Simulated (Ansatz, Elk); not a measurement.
# How far do independent atoms describe Mn4Zn?

The structure of Mn4Zn used here is made up (a known structure type with other elements) and was relaxed beforehand with PBEsol. The aim is the Fourier transform of its all-electron density, F(hkl), set beside the sum over free spherical atoms that refinements use.

Calculated with Elk 11.2.3 (patched build); DFT, PBE, all-electron APW+lo, Dirac cores, scalar-relativistic bands, static density, no spin.

The structure was built from a prototype and need not be the compound's stable phase.

### 1. Set-up

The structure is trigonal, space group R-3m (No. 166). Conventional cell: a = 2.483 Å, b = 2.483 Å, c = 30.573 Å, α = 90.00°, β = 90.00°, γ = 120.00°. Nearest to Zn lie 6 Zn at 2.48 Å and 6 Mn at 2.62 Å. Mn has 9 Mn at 2.35 to 2.48 Å and 3 Zn at 2.62 Å nearest. Nearest to Mn lie 12 Mn at 2.35 to 2.52 Å. Farther neighbours are not listed.

### 2. Ground state and structure factors

An all-electron density is needed, since X-rays see the cores too. Task 0 finds the density and task 195 Fourier-transforms it; tshift is off so that phases refer to the origin typed.

Input file elk.in:

```
tasks
  0
  195

xctype
  20

spinpol
  .false.

rgkmax
  7.0

gmaxvr
  14.0

lmaxo
  7

lmaxapw
  8

swidth
  0.002

tshift
  .false.

ramdisk
  .false.

hmaxvr
  5.5

maxscl
  120

epspot
  1e-06

sppath
  './'

avec
  2.34634194127 1.35466115110 19.25819287503
  -2.34634194127 1.35466115110 19.25819287503
  0.00000000000 -2.70932230311 19.25819287496

atoms
  2
  'Zn.in'
  1
  0.0000000000 0.0000000000 0.0000000000   0.000000 0.000000 0.000000
  'Mn.in'
  4
  0.4050680503 0.4050680503 0.4050680503   0.000000 0.000000 0.000000
  0.7994671182 0.7994671182 0.7994671182   0.000000 0.000000 0.000000
  0.2005328818 0.2005328818 0.2005328818   0.000000 0.000000 0.000000
  0.5949319497 0.5949319497 0.5949319497   0.000000 0.000000 0.000000

ngridk
  10 10 10
```

On the command line:

```bash
$ OMP_NUM_THREADS=4 elk
```

Numbers of over 12 decimals in the logs are rounded to 6 here.

The program printed:

```text
┌─────────────────────────┐
│ Elk code version 11.2.3 │
└─────────────────────────┘

All units are atomic (Hartree, Bohr, etc.)

┌─────────────────────────────────────────────────┐
│ Ground-state run starting from atomic densities │
└─────────────────────────────────────────────────┘

Lattice vectors :
   2.346341941       1.354661151       19.25819288
  -2.346341941       1.354661151       19.25819288
   0.000000000      -2.709322303       19.25819287

Reciprocal lattice vectors :
   1.338932147      0.7730328356      0.1087534597
  -1.338932147      0.7730328356      0.1087534597
 -0.3007903002E-16  -1.546065671      0.1087534597

Unit cell volume      :    367.2727971
Brillouin zone volume :   0.6753841161

Muffin-tin inner radius fraction :   0.1000000000E-01

Nuclei treated as point charges

Species : 1 (Zn)
 parameters loaded from : Zn.in
 name : zinc
 nuclear charge    :   -30.00000000
 electronic charge :    30.00000000
 atomic mass :    119233.3130
 muffin-tin radius :    2.321341941
 number of radial points in muffin-tin :    993
 inner part over the whole radius :   0.9940872416E-02
 number on inner part of muffin-tin    :    701
 approximate nuclear radius :   0.7484757725E-04
 number of mesh points to nuclear radius :    338
 atomic positions (lattice), magnetic fields (Cartesian) :
  1 :   0.00000000  0.00000000  0.00000000    0.00000000  0.00000000  0.00000000

Species : 2 (Mn)
 parameters loaded from : Mn.in
 name : manganese
 nuclear charge    :   -25.00000000
 electronic charge :    25.00000000
 atomic mass :    100145.9370
 muffin-tin radius :    2.199159592
 number of radial points in muffin-tin :    993
 inner part over the whole radius :   0.9899353013E-02
 number on inner part of muffin-tin    :    698
 approximate nuclear radius :   0.7074591925E-04
 number of mesh points to nuclear radius :    332
 atomic positions (lattice), magnetic fields (Cartesian) :
  1 :   0.40506805  0.40506805  0.40506805    0.00000000  0.00000000  0.00000000
  2 :  -0.20053288 -0.20053288 -0.20053288    0.00000000  0.00000000  0.00000000
  3 :   0.20053288  0.20053288  0.20053288    0.00000000  0.00000000  0.00000000
  4 :  -0.40506805 -0.40506805 -0.40506805    0.00000000  0.00000000  0.00000000

Total number of atoms per unit cell :    5
Total muffin-tin volume :    230.6015166
 ratio of muffin-tin to unit cell volume :   0.6278752971

Spin treatment :
 spin-unpolarised

Number of Bravais lattice symmetries :   12
Number of crystal symmetries         :   12
Crystal has inversion symmetry
Real symmetric eigensolver will be used

k-point grid :     10    10    10
k-point offset :    0.000000000       0.000000000       0.000000000
k-point set is reduced with full crystal symmetry group
Total number of k-points :      116

Muffin-tin radius times maximum |G+k| :    7.000000000
 using average radius
Maximum |G+k| for APW functions       :    3.148053786
Maximum (1/2)|G+k|²                   :    4.955121319
Maximum |G| for potential and density :    14.00000000
Constant for pseudocharge density :    8
 order of it for each species :   15  15
 order of it for pair densities of each species (exact exchange by exxq0 0: 16) :   11   9
Radial integration step length :    1

G-vector grid sizes :     90    90    90
Number of G-vectors :    17101

Maximum angular momentum used for
 APW functions            :    8
 outer part of muffin-tin :    7
 inner part of muffin-tin :    2

Total nuclear charge    :   -130.0000000
Total core charge       :    52.00000000
Total valence charge    :    78.00000000
Total excess charge     :    0.000000000
Total electronic charge :    130.0000000

Effective Wigner radius, rₛ :   0.8769717433

Number of empty states         :     20
Total number of valence states :     60
Total number of core states    :     52

Third-order local-orbitals added for an l without core states : T
Total number of local-orbitals :    114

Exchange-correlation functional :     20     0     0
[...]
xc potential                :     -352.41971850085
 exchange                    :     -273.67593410927
 correlation                 :     -6.115762
 electron entropic           :    -0.13682960661964E-02
 total energy                :     -6431.1111250892

Density of states at Fermi energy :    99.99944288
 (states/Hartree/unit cell)

Estimated indirect band gap :   0.1481122942E-02
 from k-point 5 to k-point 45
Estimated direct band gap   :   0.3349803141E-02
 at k-point 14

Charges :
 core                        :    52.00000000
 valence                     :    78.00000000
 interstitial                :    6.580884533
 muffin-tins (core leakage)
  species : 1 (Zn)
   atom 1                    :    28.32186158     (  0.1415822013E-03)
  species : 2 (Mn)
[...]
total in muffin-tins        :    123.4191155
 total calculated charge     :    129.9982208
 total charge                :    130.0000000
 error                       :   0.1779183076E-02

RMS change in Kohn-Sham potential (target) :   0.5648701538     (  0.1000000000E-05)
Absolute change in total energy (target)   :   0.1056503758     (  0.1000000000E-03)

[... loops 3 to 21 left out ...]

┌──────────────────┐
│ Loop number : 22 │
└──────────────────┘

Energies :
 Fermi                       :     0.389340
 sum of occupied eigenvalues :     -3707.4093775001
 electron kinetic            :      6522.0505035707
 core electron kinetic       :      5831.7911196351
 Coulomb                     :     -12671.813128598
 Coulomb potential           :     -9864.7600804898
 nuclear-nuclear             :     -1166.4512009124
 electron-nuclear            :     -13192.196116098
 Hartree                     :      1686.8341884124
 Madelung                    :     -7739.4330883533
 xc potential                :     -364.69980058107
 exchange                    :     -274.81802868189
 correlation                 :     -6.112390
 electron entropic           :    -0.16182100378068E-02
 total energy                :     -6430.6946624066

Density of states at Fermi energy :    121.2756092
 (states/Hartree/unit cell)

Estimated indirect band gap :   0.2615599390E-03
 from k-point 76 to k-point 88
Estimated direct band gap   :   0.3995024786E-02
 at k-point 49

Charges :
 core                        :    52.00000000
 valence                     :    78.00000000
 interstitial                :    6.160807778
 muffin-tins (core leakage)
  species : 1 (Zn)
[...]
species : 2 (Mn)
[...]
total in muffin-tins        :    123.8391922
 total calculated charge     :    129.9981792
 total charge                :    130.0000000
 error                       :   0.1820847757E-02

RMS change in Kohn-Sham potential (target) :   0.7862846921E-06 (  0.1000000000E-05)
Absolute change in total energy (target)   :   0.1171998520E-04 (  0.1000000000E-03)

Convergence targets achieved

┌──────────────────┐
│ Loop number : 23 │
└──────────────────┘

Energies :
 Fermi                       :     0.389340
 sum of occupied eigenvalues :     -3707.4093565601
 electron kinetic            :      6522.0504977322
 core electron kinetic       :      5831.7911217267
 Coulomb                     :     -12671.813107722
 Coulomb potential           :     -9864.7600790064
 nuclear-nuclear             :     -1166.4512009124
 electron-nuclear            :     -13192.196076359
 Hartree                     :      1686.8341695500
 Madelung                    :     -7739.4330682187
 xc potential                :     -364.69977528587
 exchange                    :     -274.81802732656
 correlation                 :     -6.112390
 electron entropic           :    -0.16182100196006E-02
 total energy                :     -6430.6946460046

Density of states at Fermi energy :    121.2756164
 (states/Hartree/unit cell)

Estimated indirect band gap :   0.2615658696E-03
 from k-point 76 to k-point 88
Estimated direct band gap   :   0.3995022800E-02
 at k-point 49

Charges :
 core                        :    52.00000000
 valence                     :    78.00000000
 interstitial                :    6.160808014
 muffin-tins (core leakage)
  species : 1 (Zn)
[...]
species : 2 (Mn)
[...]
atom 2                    :    23.70521101     ( -0.2196384230E-06)
   atom 3                    :    23.70521101     ( -0.2196384230E-06)
   atom 4                    :    23.67757590     ( -0.2196381139E-06)
 total in muffin-tins        :    123.8391920
 total calculated charge     :    129.9981792
 total charge                :    130.0000000
 error                       :   0.1820847962E-02

┌──────────────────────────────┐
│ Self-consistent loop stopped │
└──────────────────────────────┘

Warning : core states of species 1 leak from the muffin-tin :   0.1310200196E-03

Wrote STATE.OUT
```

The job ended after 2.5 min (4 threads of Arm Neoverse V2, shared host; peak memory 0.35 GiB).

SFACRHO.OUT:

```text

h k l indices transformed by vhmat matrix:
   1.000000000       0.000000000       0.000000000    
   0.000000000       1.000000000       0.000000000    
   0.000000000       0.000000000       1.000000000    

      h      k      l  multipl.   |H|            Re(F)            Im(F)           |F|

      0      0      0      1   0.0000000       130.00000     -0.59650347E-17   130.00000    
      1      1      1      2  0.32626038      0.78354419     -0.15290802E-13  0.78354419    
      2      2      2      2  0.65252076     -0.35119199      0.44598172E-13  0.35119199    
      3      3      3      2  0.97878114       14.741691      0.53517806E-13   14.741691    
      4      4      4      2   1.3050415       17.033353     -0.91744811E-13   17.033353    
      0     -1      0      6   1.5498859       4.3509200     -0.11468101E-13   4.3509200    
      0      1      1      6   1.5612906       7.0825790     -0.15290802E-13   7.0825790    
      1      1      2      6   1.6060997       8.4277739      0.28033137E-13   8.4277739    
     -5     -5     -5      2   1.6313019       87.822140      0.47146639E-13   87.822140    
     -1     -2     -2      6   1.6389027       91.124006      0.14972243E-13   91.124006    
     -2     -2     -3      6   1.7233274       11.473323      0.33130071E-13   11.473323    
      2      3      3      6   1.7740539      -2.7982423     -0.20387736E-13   2.7982423    
     -3     -3     -4      6   1.8902515       83.722281      0.25484670E-13   83.722281    
     -3     -4     -4      6   1.9548463      -1.0819999     -0.61163207E-13   1.0819999    
      6      6      6      2   1.9575623      -11.736779     -0.17839269E-13   11.736779    
     -5     -4     -4      6   2.0950263      -6.7627320      0.43323939E-13   6.7627320    
      4      5      5      6   2.1699016       15.943977      0.71357075E-13   15.943977    
      7      7      7      2   2.2838227      -2.7698921      0.12917542E-12   2.7698921
```

Elk indexes on the primitive cell of elk.in and gives |H| = 4π sin θ/λ in inverse bohr. Below, one row stands for each form hkl of the conventional cell (m members, Friedel mates merged), F is for one primitive cell and the density is static (no thermal factor). Free-atom factors are Waasmaier and Kirfel's, and R is Σm||F|−|F'||/Σm|F|.

```csv
hkl,m,sin θ/λ (Å⁻¹),"abs F, DFT",neutral atoms,diff.
003,2,0.049,0.783,0.934,-0.151
006,2,0.098,0.351,0.053,+0.298
009,2,0.147,14.742,14.858,-0.116
0 0 12,2,0.196,17.033,17.117,-0.084
101,6,0.233,4.351,4.402,-0.051
012,6,0.235,7.083,7.167,-0.084
104,6,0.241,8.428,8.461,-0.033
0 0 15,2,0.245,87.822,88.761,-0.939
015,6,0.246,91.124,92.091,-0.967
107,6,0.259,11.473,11.544,-0.071
018,6,0.267,2.798,2.802,-0.004
1 0 10,6,0.284,83.722,84.759,-1.036
0 1 11,6,0.294,1.082,1.050,+0.032
0 0 18,2,0.294,11.737,11.924,-0.187
```

### 3. The highest occupied states alone

An energy window below the Fermi level keeps the highest occupied states, to see at which angles they scatter; shallow core shells can lie inside it and anion s states outside. No new self-consistency is needed.

elk.in, as its differences from that of step 2:

```diff
@@ -1,3 +1,2 @@
 tasks
-  0
   195
@@ -40,2 +39,5 @@
 
+wsfac
+  0.021850 0.689340
+
 sppath
```

On the command line:

```bash
$ OMP_NUM_THREADS=4 elk
```

The program printed:

```text
┌─────────────────────────────────┐
│ Elk code version 11.2.3 started │
└─────────────────────────────────┘

Info(readinput): the functional depends on the density's gradient
 muffin-tin radial points multiplied by    2.00000
 (not where nrmtscf is given)

┌────────────────────┐
│ Current task : 195 │
└────────────────────┘
Info(checkmt): changed muffin-tin radius of species 1 (Zn) from   2.4000 to   2.3213
Info(checkmt): changed muffin-tin radius of species 2 (Mn) from   2.4000 to   2.1992

Info(sfacrho): density structure factors written to SFACRHO.OUT

 Energy window :   0.2185000000E-01  0.6893400000

┌──────────────────┐
│ Elk code stopped │
└──────────────────┘
```

It took 7.9 s on 4 threads; peak memory 0.22 GiB; 17 s of CPU time.

States within 10 eV below the Fermi level hold 39.98 electrons; any levels below the window count with the cores. Their amplitudes can exceed the total, where window and core parts have opposite phase:

| hkl | sin θ/λ (Å⁻¹) | abs F, window | abs F, all |
| --- | --- | --- | --- |
| 003 | 0.049 | 3.789 | 0.783 |
| 006 | 0.098 | 3.487 | 0.351 |
| 009 | 0.147 | 6.633 | 14.742 |
| 0 0 12 | 0.196 | 6.450 | 17.033 |
| 101 | 0.233 | 4.082 | 4.351 |
| 012 | 0.235 | 4.446 | 7.083 |
| 104 | 0.241 | 4.614 | 8.428 |
| 0 0 15 | 0.245 | 15.204 | 87.822 |
| 015 | 0.246 | 15.599 | 91.124 |
| 107 | 0.259 | 4.837 | 11.473 |

### 4. Another functional

The difference from free atoms is small, so it is set against the change that PBEsol makes.

elk.in, as its differences from that of step 3:

```diff
@@ -1,2 +1,3 @@
 tasks
+  0
   195
@@ -4,3 +5,3 @@
 xctype
-  20
+  22
 
@@ -39,5 +40,2 @@
 
-wsfac
-  0.021850 0.689340
-
 sppath
```

On the command line:

```bash
$ OMP_NUM_THREADS=4 elk
```

The program printed:

```text
┌─────────────────────────┐
│ Elk code version 11.2.3 │
└─────────────────────────┘

All units are atomic (Hartree, Bohr, etc.)

┌─────────────────────────────────────────────────┐
│ Ground-state run starting from atomic densities │
└─────────────────────────────────────────────────┘

Lattice vectors :
   2.346341941       1.354661151       19.25819288
  -2.346341941       1.354661151       19.25819288
   0.000000000      -2.709322303       19.25819287

Reciprocal lattice vectors :
   1.338932147      0.7730328356      0.1087534597
[...]
muffin-tins (core leakage)
  species : 1 (Zn)
[...]
species : 2 (Mn)
[...]
atom 3                    :    23.70439507     ( -0.2196370090E-06)
   atom 4                    :    23.67603919     ( -0.2196372559E-06)
 total in muffin-tins        :    123.8363364
 total calculated charge     :    129.9981509
 total charge                :    130.0000000
 error                       :   0.1849089723E-02

┌──────────────────────────────┐
│ Self-consistent loop stopped │
└──────────────────────────────┘

Warning : core states of species 1 leak from the muffin-tin :   0.1336814830E-03

Wrote STATE.OUT
[key lines of the parts left out:]
total energy                :     -6424.8858770861
```

Elapsed: 2.4 min, on 4 threads; peak memory 0.35 GiB; 8.1 min of CPU time.

Against the first run R = 0.03 %; the largest change is -0.045 at 1 0 10.

### 5. Basis size

A smaller basis shows how fast F responds to it; the change is likely larger than the basis error of the first run, but doesn't show convergence.

elk.in, as its differences from that of step 4:

```diff
@@ -5,3 +5,3 @@
 xctype
-  22
+  20
 
@@ -11,3 +11,3 @@
 rgkmax
-  7.0
+  5.5
```

On the command line:

```bash
$ OMP_NUM_THREADS=4 elk
```

The program printed:

```text
┌─────────────────────────┐
│ Elk code version 11.2.3 │
└─────────────────────────┘

All units are atomic (Hartree, Bohr, etc.)

┌─────────────────────────────────────────────────┐
│ Ground-state run starting from atomic densities │
└─────────────────────────────────────────────────┘

Lattice vectors :
   2.346341941       1.354661151       19.25819288
  -2.346341941       1.354661151       19.25819288
   0.000000000      -2.709322303       19.25819287

Reciprocal lattice vectors :
   1.338932147      0.7730328356      0.1087534597
[...]
muffin-tins (core leakage)
  species : 1 (Zn)
[...]
species : 2 (Mn)
[...]
atom 3                    :    23.64645745     ( -0.2196377640E-06)
   atom 4                    :    23.61721877     ( -0.2196380127E-06)
 total in muffin-tins        :    123.5798708
 total calculated charge     :    130.0005018
 total charge                :    130.0000000
 error                       :   0.5018224470E-03

┌──────────────────────────────┐
│ Self-consistent loop stopped │
└──────────────────────────────┘

Warning : core states of species 1 leak from the muffin-tin :   0.1315001501E-03

Wrote STATE.OUT
[key lines of the parts left out:]
total energy                :     -6430.4670166683
```

Elapsed: 2 min, on 4 threads; peak memory 0.32 GiB.

Against the first run R = 0.08 %; the largest change is +0.172 at 110.

### 6. Settings against the effect

| run | R against the first run (%) | R against neutral atoms, low angle (%) | wall time |
| --- | --- | --- | --- |
| PBE, rgkmax 7 | 0.00 | 1.13 | 2.5 min |
| PBEsol | 0.03 | 1.17 | 2.4 min |
| rgkmax 5.5 | 0.08 | 1.16 | 2 min |

### 7. Summary of results

```
R against neutral atoms, sin θ/λ < 0.3 Å⁻¹ : 1.13 %
R against neutral atoms, 0.3 to 0.83 Å⁻¹   : 0.34 %
```

**Reading.** Independent neutral atoms miss the calculated amplitudes by R = 1.13 % below 0.3 Å⁻¹ and 0.34 % from there to 0.83 Å⁻¹; by shells, 3.55 % below 0.15 Å⁻¹ (3 forms), 1.08 % 0.15 to 0.3 (11 forms), 0.47 % 0.3 to 0.45 (16 forms), 0.33 % above 0.45 (106 forms). Bonding, aspherical density and the tables' own atoms all enter these figures, and the runs don't part them. The largest change of an amplitude is -1.04 electrons, at 1 0 10. R counts amplitudes alone; phases shift too. Weak lines can change much in proportion: 006 goes from 0.05 to 0.35. The window's part falls from 40.0 electrons at the origin to at most 5.69 between 0.45 and 0.83 Å⁻¹, where compact states inside the window still scatter. Below 0.3 Å⁻¹ the changes that finished (PBEsol and rgkmax 5.5) move F by R = 0.11 % at most, against the 1.13 % that separates it from free atoms. The k-mesh has no finished test. These runs have no spin, though d or f shells may be open. Part of the difference isn't bonding: the tables are fits to free atoms and ions calculated by other methods than this functional. Thermal motion, anomalous dispersion and extinction are left out.

[Logs are printed without paths, hosts, clocks, repeated set-up lines and the standing remarks that a program may print on its own settings, such as how far it seeks lower states.]

[Hosts, paths, dates, database ids (printed as entryN), source tags and the programs' standing remarks are cut or masked in the printed files.]
